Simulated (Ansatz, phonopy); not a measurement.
# KCl (Sylvite, Fm-3m): a volume series of phonon spectra, part 4 of 4

Wanted: mode Grüneisen parameters of KCl (Sylvite) and a free-energy fit over volumes.

What experiment has found for this phase:
- volume expansion coefficient 111.3 1e-6/K and heat capacity C_P per formula unit 51.7 J/mol/K near room temperature (given in “High-Throughput Prediction of Finite-Temperature Properties using the Quasi-Harmonic Approximation”, 2016, arXiv:1603.06924)
- volume expansion coefficient 114.9 1e-6/K near room temperature (given in “Descriptors for thermal expansion in solids”, 2017, arXiv:1701.03966)

Ansatz 0.2.0; DFT LDA, scalar-relativistic, plane waves, PAW.

So far. Step 14 (Lattice dynamics at this volume, V/V0 0.97): No mode is imaginary beyond numerical noise at the solved wavevectors. The highest zone-centre mode (no LO–TO term) moved by +7.1 % for a volume change of -3.0 %. Step 15 (Single point at a scaled cell, V/V0 1.05): The run ends at a pressure of -1.05 GPa.

**16. Phonons, V/V0 1.05**

Phonons at this volume give one point of F(V, T); meshes stay fixed along the series.

File input.yaml:

```yaml
crystal:
  lattice:
    - [0.0, 3.0883210806, 3.0883210806]
    - [3.0883210806, 0.0, 3.0883210806]
    - [3.0883210806, 3.0883210806, 0.0]
  atoms:
    - { symbol: K, position: [0.0, 0.0, 0.0] }
    - { symbol: Cl, position: [0.5, 0.5, 0.5] }
kpoints:
  mp_grid: { grid: [8, 8, 8] }
hamiltonian:
  xc: lda
scf:
  occupations: { method: fixed }
output:
  eigenvalues: true
phonons:
  method: dfpt
  dielectric: true
  rigid_motions: translations
  qmesh: [4, 4, 4]
  temperatures: { t_max: 1000, t_step: 50 }
  qpath:
    path:
      - [[0.0, 0.0, 0.0], [0.5, 0.0, 0.5], [0.625, 0.25, 0.625]]
      - [[0.375, 0.375, 0.75], [0.0, 0.0, 0.0], [0.5, 0.5, 0.5], [0.5, 0.25, 0.75], [0.5, 0.0, 0.5]]
    npoints: 10
```

On the command line:

```bash
> ansatz run input.yaml --threads 4 --pin off --max-ram 16384MiB --backend cpu --events-out ev --progress --plain --runs-dir out
```

Numbers of over 12 decimals in the logs are rounded to 6 here.

The log of the run:

```text
[...]
Crystal: 2 atoms, lattice volume = 58.911 Å³
Basis set: ecut = 420 eV, 1139 PW (Γ), exchange–correlation on 60×60×60 points (8 copies of the dense FFT grid, shifted against one another)
Bands: 12, of which v1, the nominal top of the filled ones, is band 8 counted from 1 (7 counted from 0)
Symmetry: 48 space group operations
k-points: 59 of 512 (irreducible under 8 space group operations, time reversal used)
[...]
optical modes at Γ + LO–TO along q̂ = [0.0000, 1.0000, 0.0000]:
      ω (cm⁻¹)  modes    IR ((D/Å)²/amu)
        143.33      2             3.0879
        208.14      1             1.5440
  optical modes at Γ + LO–TO along q̂ = [0.0000, 0.0000, 1.0000]:
      ω (cm⁻¹)  modes    IR ((D/Å)²/amu)
        143.33      2             3.0879
        208.14      1             1.5440
--- Phonons (arbitrary-q DFPT): 8 irreducible q on the 4×4×4 mesh ---
[...]
interpolated dispersion: 63 rows × 6 modes
[...]
[key lines of the parts left out:]
SCF converged after 7 iterations
Free energy (F): -2544.282141 eV
Fermi energy:    0.976067 eV
```

The job ended after 49 s (4 threads of Arm Neoverse V2, shared host; peak memory 1 GiB; 3.2 min of CPU time).

LO-TO term included. Phonon branches along the path, in cm⁻¹:

```
    point  branch 1  branch 2  branch 3  branch 4  branch 5  branch 6
        Γ         0         0         0       143       143       208
  halfway        43        43       110       145       145       166
        X        60        60       108       146       146       150
  halfway        65        73       105       143       147       149
        U        79        98       102       136       146       148
jump to K        79        98       102       136       146       148
  halfway        53        82       101       124       146       180
        Γ         0         0         0       143       143       208
  halfway        61        61        83       135       135       194
        L       104       104       112       112       148       156
  halfway        94        94       123       123       145       147
        W        88        88       117       122       148       148
  halfway        70        84       103       141       147       149
        X        60        60       108       146       146       150
```

The phonon branches as a text plot (rows in cm⁻¹):

```
    204 |***                        *******
    195 |   *                     **       **
    186 |                        *           *
    178 |    **                 *             *
    169 |      *               *               *
    160 |                                       **
    152 |       *   ******** **                  *****   ********
    143 |**********************************     *  ******   *****
    134 |        *       ** *    ***       ***              **
    126 |       *          * ** *             **     *******
    117 |         **       **  *              * * ****  ****
    108 |      *    ****     **                  *            ***
    100 |               *** *  **            *  ******      **
     91 |    **            *                   *      ****** *
     82 |               * * *   **          * *            *
     74 |   *          ***   **              *              ***
     65 |             **       * ***       **                 ***
     56 |        ******         *                               *
     48 |  *    *                 ***     **
     39 |    ***                 *  *     *
     30 |   *                     **     *
     22 | **                        **   *
     13 | *                          *  *
      4 |*                            **
         Γ           X  U|K            Γ         L        W     X
```

No mode is imaginary beyond numerical noise at the solved wavevectors. The highest zone-centre mode (no LO–TO term) moved by -11.1 % for a volume change of +5.0 %.

**17. How the modes move with volume**

This step: DFT LDA, scalar-relativistic, plane waves, PAW (phonopy 4.10.0).

Numbers from this step:

```
share of modes with a negative Grüneisen parameter : 0.117
```

Mean Grüneisen, by row:

```
T (K)  heat-capacity-weighted mean  root mean square
   50                        1.111             1.582
  100                        1.393             1.741
  200                         1.47             1.783
  300                        1.485              1.79
  500                        1.492             1.794
  800                        1.495             1.796
```

The mean mode Grueneisen parameter by wavenumber:

```
wavenumber (cm⁻¹)  mean mode Grueneisen parameter
              3.7                               -
             11.0                               -
             18.4                           0.237
             25.7                          -0.105
             33.1                          0.0991
             40.4                           0.153
             47.8                          0.0592
             55.1                          -0.205
             62.5                           0.146
             69.8                           0.121
             77.2                           0.588
             84.5                            0.83
             91.9                           0.753
             99.2                           0.866
            106.6                            1.17
            113.9                            1.54
            121.3                            1.54
            128.6                            1.82
            136.0                            2.01
            143.3                            1.96
            150.7                            2.15
            158.0                            2.22
            165.4                            2.33
            172.7                            1.87
            180.1                            1.41
            187.4                            1.32
            194.8                            1.27
            202.1                            1.28
            209.5                            1.28
            216.8                            1.29
```

Volume series, by row:

```
 V/V0  V (Å³/atom)  pressure (GPa)  E - E0 (meV/atom)  gap (eV)  zero-point energy (meV/atom)  lowest on the path (cm⁻¹)  highest at Gamma without the LO-TO term (cm⁻¹)
 0.97        27.21           0.787              1.978     5.227                         24.82                          0                                           172.7
0.985        27.63           0.371              0.467     5.168                          24.2                          0                                           166.9
    1        28.05          -0.009                  0      5.11                         23.59                          0                                           161.2
1.015        28.47          -0.357              0.488     5.055                         22.99                          0                                           155.7
 1.03        28.89          -0.674              1.847     5.002                          22.4                          0                                           150.3
 1.05        29.46          -1.055              4.888     4.933                         21.64                          0                                           143.3
```

Optical frequency at Gamma without the LO-TO term, mode 4 against V/V0:

```
  V/V0  optical frequency at Gamma without the LO-TO term, mode 4 (cm⁻¹)
0.9700                                                               173
0.9850                                                               167
1.0000                                                               161
1.0150                                                               156
1.0300                                                               150
1.0500                                                               143
```

Grüneisen at points, by row:

```
point  branch  frequency (cm⁻¹)  mode Grüneisen parameter
    Γ       4             161.2                      2.31
    Γ       6             221.7                      1.29
    X       1              56.7                     -1.34
    X       3             105.1                     -0.63
    X       4             165.6                      2.46
    X       6             170.9                      2.58
    U       1              82.1                      0.85
    U       2              95.3                     -0.67
    U       3             104.8                      0.64
    U       4             153.8                      2.46
    U       5             163.3                      2.22
    U       6             169.2                      2.55
    K       1              82.1                      0.85
    K       2              95.3                     -0.67
    K       3             104.8                      0.64
    K       4             153.8                      2.46
    K       5             163.3                      2.22
    K       6             169.2                      2.55
    L       1             116.1                      2.22
    L       3             125.2                      2.17
    L       5             157.9                      1.37
    L       6             166.9                      1.32
    W       1              85.5                     -0.75
    W       3               129                       1.9
    W       4             134.3                      1.88
    W       5             168.4                      2.52
```

**18. Free-energy fit**

Numbers from this step:

| Property | Result |
| --- | --- |
| volume expansion coefficient at 300 K | 108.8 1e-6/K |
| isothermal bulk modulus at 300 K | 20.14 GPa |
| C_P at 300 K | 25.47 J/mol-atom/K |
| Grüneisen parameter at 300 K | 1.577 |

Table of energy (each curve on its own zero) by volume; values in meV/atom:

```
volume (Å³/atom)  static  F at 0 K  F at 300 K  F at 900 K
          27.211    1.98      3.53         6.6        15.4
          27.632    0.47      1.39        3.31        8.71
          28.053       0      0.31        1.04        3.03
          28.474    0.49       0.2       -0.29       -1.76
          28.895    1.85      0.98       -0.77       -5.74
          29.456    4.89      3.26       -0.22       -9.94
```

Phonopy-qha, vinet fit of F(V) at each temperature; no electronic free energy. Qha vinet, by row:

```
T (K)  fitted volume (Å³/atom)  alpha_V (1e-6/K)  B_T (GPa)  C_P (J/mol-atom/K)  Grueneisen
   75                    28.35             52.72      23.12                15.7       1.319
  100                     28.4             69.04      22.83                19.2       1.417
  125                    28.45             79.46      22.52               21.24       1.467
  150                    28.51             86.54       22.2               22.51       1.496
  175                    28.58             91.79      21.86               23.37       1.517
  200                    28.64                96      21.53               23.99       1.532
  225                    28.71              99.6      21.19               24.47       1.545
  250                    28.79             102.8      20.84               24.86       1.557
  275                    28.86             105.9      20.49               25.18       1.567
  300                    28.94             108.8      20.14               25.47       1.577
  325                    29.02             111.7      19.78               25.74       1.587
  350                     29.1             114.6      19.42               25.99       1.597
```

Table of volume expansion coefficient, phonopy-qha, Vinet by temperature:

```
temperature (K)  volume expansion coefficient, phonopy-qha, Vinet (1e-6/K)
             75                                                       52.7
            100                                                       69.0
            125                                                       79.5
            150                                                       86.5
            175                                                       91.8
            200                                                         96
            225                                                       99.6
            250                                                        103
            275                                                        106
            300                                                        109
            325                                                        112
            350                                                        115
```

The fit gives a volume expansion of 109 × 10⁻⁶/K at 300 K.

**19. Outcome**

| Quantity | Value |
| --- | --- |
| volume expansion coefficient at 300 K | 108.8 1e-6/K |
| isothermal bulk modulus at 300 K | 20.14 GPa |
| C_P at 300 K | 25.47 J/mol-atom/K |
| Grüneisen parameter at 300 K | 1.577 |
| mean mode Grüneisen parameter at 300 K | 1.49 |

What this shows: Near room temperature KCl (Sylvite) expands by 109 × 10⁻⁶/K in volume by LDA, with C_P = 25.5 J/(mol K) per mole of atoms and B_T = 20.1 GPa. The table stops at 350 K because beyond it the fitted volume comes within 1 % of the largest computed cell, where the fit loses its support. C_P at room temperature is 102 % of the classical 3R an atom. A measured volume expansion coefficient near room temperature is 111.3 1e-6/K (arXiv:1603.06924); the calculated 109 1e-6/K differs by -2 %. A measured heat capacity per formula unit near room temperature is 51.7 J/mol/K (arXiv:1603.06924); the calculated 50.9 J/mol/K differs by -1 %. The heat-capacity-weighted Grüneisen parameter goes from 1.11 at 50 K to 1.50 at 800 K; 12 % of the modes stiffen on expansion. Weighting γ by the density of states and each mode's heat capacity at 300 K, modes below 70 cm⁻¹ give about 0 % of the sum of γC that drives the expansion, those up to 150 cm⁻¹ 46 % and the rest 53 %. Among the labelled points γ is largest for branch 6 at X (171 cm⁻¹, 2.6) and most negative for branch 1 at X (56.7 cm⁻¹, -1.3). The PAW files were made for PBE and are used here under another functional, for which the program regenerates the frozen cores.

[Logs are printed without paths, hosts, clocks, repeated set-up lines and the standing remarks that a program may print on its own settings, such as how far it seeks lower states.]

[Hosts, paths, dates, database ids (printed as entryN), source tags and the programs' standing remarks are cut or masked in the printed files.]

[A step with changed settings may run another functional than the one named; its input shows which.]

[Of the runs on displaced cells, only some may be shown.]
